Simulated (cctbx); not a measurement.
# Reading a Patterson map

Space group Fddd (no. 70, origin choice 1), a = 6.5710 Å, b = 8.9660 Å, c = 9.7870 Å, α = 90.00°, β = 90.00°, γ = 90.00°, content Gd8 Co16 C16.

The data are simulated with cctbx, not measured: Mo Kα, λ = 0.71073 Å, to d = 0.6 Å, 70 % of the full sphere, strongest reflection 20000 counts, noise from counting, a 4 % proportional error and a noise floor of 15 counts (s.d.); no absorption.

Patterson synthesis, origin scaled to 1000:

```text
Patterson group F m m m
      u       v       w   height  length (A)
  0.000   0.000   0.000   1000.0     0.00
  0.000   0.000   0.367    552.7     3.59
  0.250   0.250   0.250    488.2     3.70
  0.250   0.250   0.116    266.1     3.00
  0.000   0.000   0.271     98.5     2.66
  0.000   0.186   0.500     78.6     5.17
  0.250   0.250   0.000     64.4     2.78
  0.250   0.065   0.250     39.3     3.00
  0.000   0.190   0.130     30.9     2.13
  0.039   0.081   0.039     23.2     0.86
  0.213   0.185   0.182     19.3     2.81
  0.078   0.050   0.054     19.2     0.86
  0.000   0.044   0.082     19.2     0.90
  0.000   0.000   0.090     16.9     0.88
```

**Question.** Which atom pairs make the peaks, and where is the heaviest atom?

A peak at u stands for all pairs with xi − xj = u, with weight Σ ZiZj against Σ Z² = 45008 at the origin. Peak heights follow these weights only roughly, since form factors, motion and series ripples differ, all vectors within 0.55 Å of a peak are counted as merged into it though the farther ones add only part of their weight, and F(000) is left out, which lowers the whole map:

| u | v | w | shortest length (Å) | height | 1000 ΣZiZj/ΣZ² | pairs in the cell |
| --- | --- | --- | --- | --- | --- | --- |
| 0.000 | 0.000 | 0.367 | 3.53 | 553 | 614 | 16 × Gd–Co |
| 0.250 | 0.250 | 0.250 | 3.70 | 488 | 500 | 4 × Gd–Gd, 8 × Co–Co, 8 × C–C |
| 0.250 | 0.250 | 0.116 | 3.00 | 266 | 307 | 8 × Gd–Co |
| 0.000 | 0.000 | 0.271 | 2.65 | 98 | 130 | 8 × Co–Co |
| 0.000 | 0.186 | 0.500 | 2.82 | 79 | 143 | 16 × Gd–C, 8 × C–C |
| 0.250 | 0.250 | 0.000 | 2.78 | 64 | 130 | 8 × Co–Co |

The table stops at ten peaks or at a height of 45, below which ripples compete. In the model behind the data Gd, the heaviest element, has 1 independent site: (3/4, 1/4, 1/4), up to an allowed shift of origin; the Gd–Gd vectors are differences of these positions and their symmetry mates. The whole model:

```csv
atom,mult.,x,y,z,Ueq (Å²)
Gd1,8,3/4,1/4,1/4,0.0035
Co1,16,3/4,3/4,0.3831,0.0045
C1,16,3/4,0.9312,1/4,0.0073
```

This is a model crystal, built by substitution and not relaxed, with assumed displacement parameters.

[Logs are printed without paths, hosts, clocks, repeated set-up lines and the standing remarks that a program may print on its own settings, such as how far it seeks lower states.]
